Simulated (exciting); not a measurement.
Two BSE runs for the Ta L₃ edge of Li3TaO4, space group I4/mmm. Run A: exciting, all-electron LAPW+lo, LDA, exchange and screened direct term (singlet BSE), 3×3×4 shifted k points, 32 conduction bands, |G+q| up to 3 bohr⁻¹ (2 in the exchange term), full RPA screening with nempty = 58, Lorentzian half width 2.44 eV. Run B has a fault in its input.

Energy from the Kohn–Sham onset, core level to the lowest empty state found on the meshes used; one zero for both, scaled to A's maximum:

| E (eV) | A | B |
| --- | --- | --- |
| -11.5 | 0.06 | 0.04 |
| -11.0 | 0.07 | 0.04 |
| -10.5 | 0.08 | 0.04 |
| -10.0 | 0.08 | 0.05 |
| -9.5 | 0.09 | 0.05 |
| -9.0 | 0.10 | 0.06 |
| -8.5 | 0.11 | 0.07 |
| -8.0 | 0.13 | 0.08 |
| -7.5 | 0.15 | 0.09 |
| -7.0 | 0.17 | 0.10 |
| -6.5 | 0.19 | 0.12 |
| -6.0 | 0.22 | 0.14 |
| -5.5 | 0.26 | 0.16 |
| -5.0 | 0.30 | 0.19 |
| -4.5 | 0.36 | 0.23 |
| -4.0 | 0.43 | 0.28 |
| -3.5 | 0.52 | 0.35 |
| -3.0 | 0.63 | 0.42 |
| -2.5 | 0.74 | 0.50 |
| -2.0 | 0.84 | 0.58 |
| -1.5 | 0.93 | 0.64 |
| -1.0 | 0.98 | 0.66 |
| -0.5 | 1.00 | 0.65 |
| 0.0 | 0.99 | 0.59 |
| 0.5 | 0.96 | 0.52 |
| 1.0 | 0.93 | 0.44 |
| 1.5 | 0.90 | 0.37 |
| 2.0 | 0.86 | 0.31 |
| 2.5 | 0.80 | 0.25 |
| 3.0 | 0.74 | 0.21 |
| 3.5 | 0.67 | 0.18 |
| 4.0 | 0.60 | 0.15 |
| 4.5 | 0.55 | 0.13 |
| 5.0 | 0.49 | 0.11 |
| 5.5 | 0.45 | 0.10 |
| 6.0 | 0.41 | 0.08 |
| 6.5 | 0.38 | 0.07 |
| 7.0 | 0.35 | 0.06 |
| 7.5 | 0.32 | 0.06 |
| 8.0 | 0.30 | 0.05 |
| 8.5 | 0.28 | 0.05 |
| 9.0 | 0.27 | 0.04 |
| 9.5 | 0.26 | 0.04 |
| 10.0 | 0.25 | 0.03 |
| 10.5 | 0.24 | 0.03 |
| 11.0 | 0.24 | 0.03 |
| 11.5 | 0.23 | 0.03 |
| 12.0 | 0.22 | 0.02 |
| 12.5 | 0.21 | 0.02 |
| 13.0 | 0.20 | 0.02 |
| 13.5 | 0.19 | 0.02 |
| 14.0 | 0.18 | 0.02 |
| 14.5 | 0.17 | 0.02 |
| 15.0 | 0.17 | 0.02 |
| 15.5 | 0.16 | 0.02 |
| 16.0 | 0.15 | 0.01 |
| 16.5 | 0.15 | 0.01 |
| 17.0 | 0.14 | 0.01 |
| 17.5 | 0.14 | 0.01 |
| 18.0 | 0.14 | 0.01 |
| 18.5 | 0.13 | 0.01 |
| 19.0 | 0.13 | 0.01 |
| 19.5 | 0.13 | 0.01 |
| 20.0 | 0.13 | 0.01 |
| 20.5 | 0.13 | 0.01 |
| 21.0 | 0.13 | 0.01 |
| 21.5 | 0.13 | 0.01 |
| 22.0 | 0.13 | 0.01 |
| 22.5 | 0.13 | 0.01 |
| 23.0 | 0.13 | 0.01 |
| 23.5 | 0.13 | 0.01 |

**Question.** What most likely went wrong in run B?

Far too few conduction bands in the BSE (conduction bands from 32 to 3). The spectrum differs from run A by 56 % r.m.s. The highest maximum lies at -1.0 eV (0.66), against -0.6 eV (1.00). The first bright state moves from -1.97 to -1.83 eV. Transitions to the missing bands are absent and can't mix into the lines that are left. Other settings could leave a like mark; this is the change that was made.

[Hosts, paths, dates, database ids (printed as entryN), source tags and the programs' standing remarks are cut or masked in the printed files.]
